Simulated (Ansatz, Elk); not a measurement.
# How far do independent atoms describe ZrVCu4?

The structure of ZrVCu4 used here is made up (a known structure type with other elements) and was relaxed beforehand with PBEsol. The aim is the Fourier transform of its all-electron density, F(hkl), set beside the sum over free spherical atoms that refinements use.

Calculated with Elk 11.2.3 (patched build); DFT, PBE, all-electron APW+lo, Dirac cores, scalar-relativistic bands, static density, ferromagnetic start.

This account leaves out most program logs.

The structure was built from a prototype and need not be the compound's stable phase.

## 1. The structure

It takes space group F-43m (No. 216, cubic). Conventional cell: a = 6.890 Å, b = 6.890 Å, c = 6.890 Å, α = 90.00°, β = 90.00°, γ = 90.00°. Nearest to Zr lie 12 Cu at 2.86 Å and 4 V at 2.98 Å. Cu has 6 Cu at 2.42 to 2.45 Å and 3 V at 2.86 Å and 3 Zr at 2.86 Å nearest. V has 12 Cu at 2.86 Å and 4 Zr at 2.98 Å nearest. Farther neighbours are not listed.

## 2. Ground state and structure factors

An all-electron density is needed, since X-rays see the cores too. Task 0 finds the density and task 195 Fourier-transforms it; tshift is off so that phases refer to the origin typed.

The input, elk.in:

```
tasks
  0
  195
  196

xctype
  20

spinpol
  .true.

rgkmax
  7.0

gmaxvr
  14.0

lmaxo
  7

lmaxapw
  8

swidth
  0.002

tshift
  .false.

ramdisk
  .false.

hmaxvr
  5.5

maxscl
  120

epspot
  1e-06

reducebf
  0.8

sppath
  './'

avec
  0.00000000000 6.51046915305 6.51046915305
  6.51046915305 -0.00000000000 6.51046915305
  6.51046915305 6.51046915305 0.00000000000

atoms
  3
  'Zr.in'
  1
  0.5000000000 0.5000000000 0.5000000000   0.000000 0.000000 -0.020000
  'Cu.in'
  4
  0.8756482665 0.3730552006 0.8756482665   0.000000 0.000000 0.000000
  0.8756482665 0.8756482665 0.8756482665   0.000000 0.000000 0.000000
  0.8756482665 0.8756482665 0.3730552006   0.000000 0.000000 0.000000
  0.3730552006 0.8756482665 0.8756482665   0.000000 0.000000 0.000000
  'V.in'
  1
  0.2500000000 0.2500000000 0.2500000000   0.000000 0.000000 -0.120000

ngridk
  5 5 5
```

Run with:

```
$ OMP_NUM_THREADS=4 elk
```

Elapsed: 3.4 min, on 4 threads of AMD EPYC 7B13 (Zen 3), shared host; peak memory 0.63 GiB.

SFACRHO.OUT:

```text

h k l indices transformed by vhmat matrix:
   1.000000000       0.000000000       0.000000000    
   0.000000000       1.000000000       0.000000000    
   0.000000000       0.000000000       1.000000000    

      h      k      l  multipl.   |H|            Re(F)            Im(F)           |F|

      0      0      0      1   0.0000000       179.00000      0.20140426E-16   179.00000    
      1      1      1      4  0.83579201       2.2900536       16.804995       16.960313    
      1      0      0      4  0.83579201       2.2900536      -16.804995       16.960313    
      0     -1     -1      6  0.96508948       15.923829     -0.25596720E-09   15.923829    
      1      2      1     12   1.3648426       47.724369      0.68927160E-10   47.724369    
      0     -1     -2     12   1.6004199      -59.960935       46.371349       75.799840    
     -1     -1      1     12   1.6004199      -59.960935      -46.371349       75.799840    
     -2      0      0      4   1.6715840       13.711520       85.042196       86.140472    
      0      2      0      4   1.6715840       13.711520      -85.042196       86.140472    
      2      2      0      6   1.9301790      -37.864400     -0.50162891E-07   37.864400    
     -3     -1     -1     12   2.1033638     -0.14426579       13.919251       13.919999    
     -2     -2     -3     12   2.1033638     -0.14426584      -13.919251       13.919999    
     -1      1      2     24   2.1580057       12.277396     -0.18784952E-09   12.277396    
      2      3      3     12   2.3639768       37.672874       1.1587085       37.690689    
      1      0      3     12   2.3639768       37.672874      -1.1587085       37.690689    
      3      1      3     12   2.5073760      -49.291064      -35.564174       60.781737    
     -1     -3     -3     12   2.5073760      -49.291064       35.564174       60.781737    
      0      0      3      4   2.5073760      -47.721035      -37.172081       60.490170
```

Elk indexes on the primitive cell of elk.in and gives |H| = 4π sin θ/λ in inverse bohr. Below, one row stands for each form hkl of the conventional cell (m members, Friedel mates merged), F is for one primitive cell and the density is static (no thermal factor). Free-atom factors are Waasmaier and Kirfel's, and R is Σm||F|−|F'||/Σm|F|.

| hkl | m | sin θ/λ (Å⁻¹) | abs F, DFT | neutral atoms | diff. | abs of complex diff. |
| --- | --- | --- | --- | --- | --- | --- |
| 111 | 8 | 0.126 | 16.960 | 17.302 | -0.341 | 0.407 |
| 200 | 6 | 0.145 | 15.924 | 15.981 | -0.057 | 0.057 |
| 220 | 12 | 0.205 | 47.724 | 47.978 | -0.254 | 0.254 |
| 311 | 24 | 0.241 | 75.800 | 76.718 | -0.918 | 0.927 |
| 222 | 8 | 0.251 | 86.140 | 87.652 | -1.511 | 1.534 |
| 400 | 6 | 0.290 | 37.864 | 39.103 | -1.239 | 1.239 |
| 331 | 24 | 0.316 | 13.920 | 14.262 | -0.342 | 0.526 |
| 420 | 24 | 0.325 | 12.277 | 12.180 | +0.097 | 0.097 |
| 422 | 24 | 0.355 | 37.691 | 37.624 | +0.066 | 0.067 |
| 511 | 24 | 0.377 | 60.782 | 60.948 | -0.166 | 0.186 |
| 333 | 8 | 0.377 | 60.490 | 60.642 | -0.152 | 0.168 |
| 440 | 12 | 0.410 | 99.161 | 99.292 | -0.131 | 0.131 |
| 531 | 48 | 0.429 | 10.839 | 10.901 | -0.062 | 0.099 |
| 442 | 24 | 0.435 | 12.250 | 12.257 | -0.007 | 0.011 |
| 600 | 6 | 0.435 | 10.280 | 10.244 | +0.036 | 0.036 |
| 620 | 24 | 0.459 | 32.278 | 32.255 | +0.023 | 0.023 |
| 533 | 24 | 0.476 | 51.617 | 51.558 | +0.059 | 0.067 |
| 622 | 24 | 0.481 | 57.921 | 57.855 | +0.066 | 0.068 |

## 3. The magnetisation density

The same run holds the spin density, and task 196 transforms it. The order is that of the start, and no other was tried.

SFACMAG_1.OUT:

```text

h k l indices transformed by vhmat matrix:
   1.000000000       0.000000000       0.000000000    
   0.000000000       1.000000000       0.000000000    
   0.000000000       0.000000000       1.000000000    

      h      k      l  multipl.   |H|            Re(F)            Im(F)           |F|

      0      0      0      1   0.0000000       3.7843416     -0.11302342E-16   3.7843416    
      1      1      1      4  0.83579201     -0.20568008      -1.8907807       1.9019348    
      1      0      0      4  0.83579201     -0.20568008       1.8907807       1.9019348    
      0     -1     -1      6  0.96508948      -1.5624292      0.44697850E-11   1.5624292    
      1      2      1     12   1.3648426       1.2590099     -0.12977335E-10   1.2590099    
      0     -1     -2     12   1.6004199     -0.10431182       1.0194717       1.0247944    
     -1     -1      1     12   1.6004199     -0.10431182      -1.0194717       1.0247944    
     -2      0      0      4   1.6715840     -0.84187047      0.46489436      0.96170300    
      0      2      0      4   1.6715840     -0.84187047     -0.46489436      0.96170300    
      2      2      0      6   1.9301790      0.30348217     -0.17500880E-09  0.30348217    
     -3     -1     -1     12   2.1033638      0.39179653E-01 -0.51260456      0.51409968    
     -2     -2     -3     12   2.1033638      0.39179653E-01  0.51260456      0.51409968    
     -1      1      2     24   2.1580057     -0.54572860      0.31907264E-13  0.54572860    
      2      3      3     12   2.3639768      0.48099163     -0.16254405E-01  0.48126620    
      1      0      3     12   2.3639768      0.48099163      0.16254405E-01  0.48126620    
      3      1      3     12   2.5073760     -0.53697162E-01 -0.42486042      0.42824031
```

The total moment is 3.78 μB a cell; sphere moments: Zr1 +0.39, Cu2 +0.11, Cu3 +0.11, Cu4 +0.11, Cu5 +0.11, V6 +2.30 μB. Polarised neutrons measure spin and orbital magnetisation together; without spin-orbit coupling the run gives the spin part:

| hkl | sin θ/λ (Å⁻¹) | abs F_M (μB) |
| --- | --- | --- |
| 111 | 0.126 | 1.902 |
| 200 | 0.145 | 1.562 |
| 220 | 0.205 | 1.259 |
| 311 | 0.241 | 1.025 |
| 222 | 0.251 | 0.962 |
| 400 | 0.290 | 0.303 |
| 331 | 0.316 | 0.514 |
| 420 | 0.325 | 0.546 |
| 422 | 0.355 | 0.481 |
| 511 | 0.377 | 0.428 |
| 333 | 0.377 | 0.531 |
| 440 | 0.410 | 0.522 |
| 531 | 0.429 | 0.230 |
| 442 | 0.435 | 0.272 |

## 4. The highest occupied states alone

An energy window below the Fermi level keeps the highest occupied states, to see at which angles they scatter; shallow core shells can lie inside it and anion s states outside. No new self-consistency is needed.

Edit elk.in of step 2 so:

```diff
@@ -1,5 +1,3 @@
 tasks
-  0
   195
-  196
 
@@ -44,2 +42,5 @@
 
+wsfac
+  -0.135760 0.605230
+
 sppath
```

Run with:

```
$ OMP_NUM_THREADS=4 elk
```

Wall time 9.7 s (4 threads); peak memory 0.33 GiB.

States within 12 eV below the Fermi level hold 53.00 electrons; any levels below the window count with the cores. Their amplitudes can exceed the total, where window and core parts have opposite phase:

| hkl | sin θ/λ (Å⁻¹) | abs F, window | abs F, all |
| --- | --- | --- | --- |
| 111 | 0.126 | 14.596 | 16.960 |
| 200 | 0.145 | 1.169 | 15.924 |
| 220 | 0.205 | 1.643 | 47.724 |
| 311 | 0.241 | 12.394 | 75.800 |
| 222 | 0.251 | 22.104 | 86.140 |
| 400 | 0.290 | 18.178 | 37.864 |
| 331 | 0.316 | 8.112 | 13.920 |
| 420 | 0.325 | 0.745 | 12.277 |
| 422 | 0.355 | 0.722 | 37.691 |
| 511 | 0.377 | 7.342 | 60.782 |

## 5. Another functional

The difference from free atoms is small, so it is set against the change that LDA (Perdew-Wang) makes.

Edit elk.in of step 4 so:

```diff
@@ -1,6 +1,8 @@
 tasks
+  0
   195
+  196
 
 xctype
-  20
+  3
 
@@ -42,5 +44,2 @@
 
-wsfac
-  -0.135760 0.605230
-
 sppath
```

Run with:

```
$ OMP_NUM_THREADS=4 elk
```

Run time: 1.7 min. Hardware: 4 threads; peak memory 0.47 GiB.

Against the first run R = 0.04 %; the largest change is -0.068 at 440. The moment goes from 3.78 to 3.49 μB.

## 6. Basis size

The basis and the expansions that go with it are enlarged, to see whether the differences are converged.

Edit elk.in of step 5 so:

```diff
@@ -6,3 +6,3 @@
 xctype
-  3
+  20
 
@@ -12,12 +12,12 @@
 rgkmax
-  7.0
+  8.5
 
 gmaxvr
-  14.0
+  18.0
 
 lmaxo
-  7
+  9
 
 lmaxapw
-  8
+  10
```

Run with:

```
$ OMP_NUM_THREADS=4 elk
```

The job ended after 6.6 min (4 threads; peak memory 0.88 GiB; 22 min of CPU time).

Against the first run R = 0.01 %; the largest change is -0.022 at 440. The moment goes from 3.78 to 3.78 μB.

## 7. Settings against the effect

| run | R against the first run (%) | R against neutral atoms, low angle (%) | wall time |
| --- | --- | --- | --- |
| PBE, rgkmax 7 | 0.00 | 1.35 | 3.4 min |
| LDA (Perdew-Wang) | 0.04 | 1.37 | 1.7 min |
| rgkmax 8.5 with larger expansions | 0.01 | 1.34 | 6.6 min |

## 8. Summary of results

* R against neutral atoms, sin θ/λ < 0.3 Å⁻¹: 1.35 %
* R against neutral atoms, 0.3 to 0.82 Å⁻¹: 0.29 %

In words: Independent neutral atoms miss the calculated amplitudes by R = 1.35 % below 0.3 Å⁻¹ and 0.29 % from there to 0.82 Å⁻¹; by shells, 1.33 % below 0.15 Å⁻¹ (2 forms), 1.35 % 0.15 to 0.3 (4 forms), 0.40 % 0.3 to 0.45 (9 forms), 0.27 % above 0.45 (44 forms). Bonding, aspherical density and the tables' own atoms all enter these figures, and the runs don't part them. The largest change of an amplitude is -1.51 electrons, at 222. R counts amplitudes alone; phases shift too. The magnetic order is that of the start. No other order was tried here, and an antiferromagnetic one would change or move the magnetic intensity. The window's part falls from 53.0 electrons at the origin to at most 8.98 between 0.45 and 0.82 Å⁻¹, where compact states inside the window still scatter. Below 0.3 Å⁻¹ the changes that finished (LDA (Perdew-Wang) and rgkmax 8.5 with larger expansions) move F by R = 0.02 % at most, against the 1.35 % that separates it from free atoms. The magnetic factors move by R = 5.6 % (LDA (Perdew-Wang)) and 0.4 % (rgkmax 8.5 with larger expansions), so they aren't settled to better than that. The k-mesh has no finished test. Part of the difference isn't bonding: the tables are fits to free atoms and ions calculated by other methods than this functional. Thermal motion, anomalous dispersion and extinction are left out.

[Logs are printed without paths, hosts, clocks, repeated set-up lines and the standing remarks that a program may print on its own settings, such as how far it seeks lower states.]

[Hosts, paths, dates, database ids (printed as entryN), source tags and the programs' standing remarks are cut or masked in the printed files.]
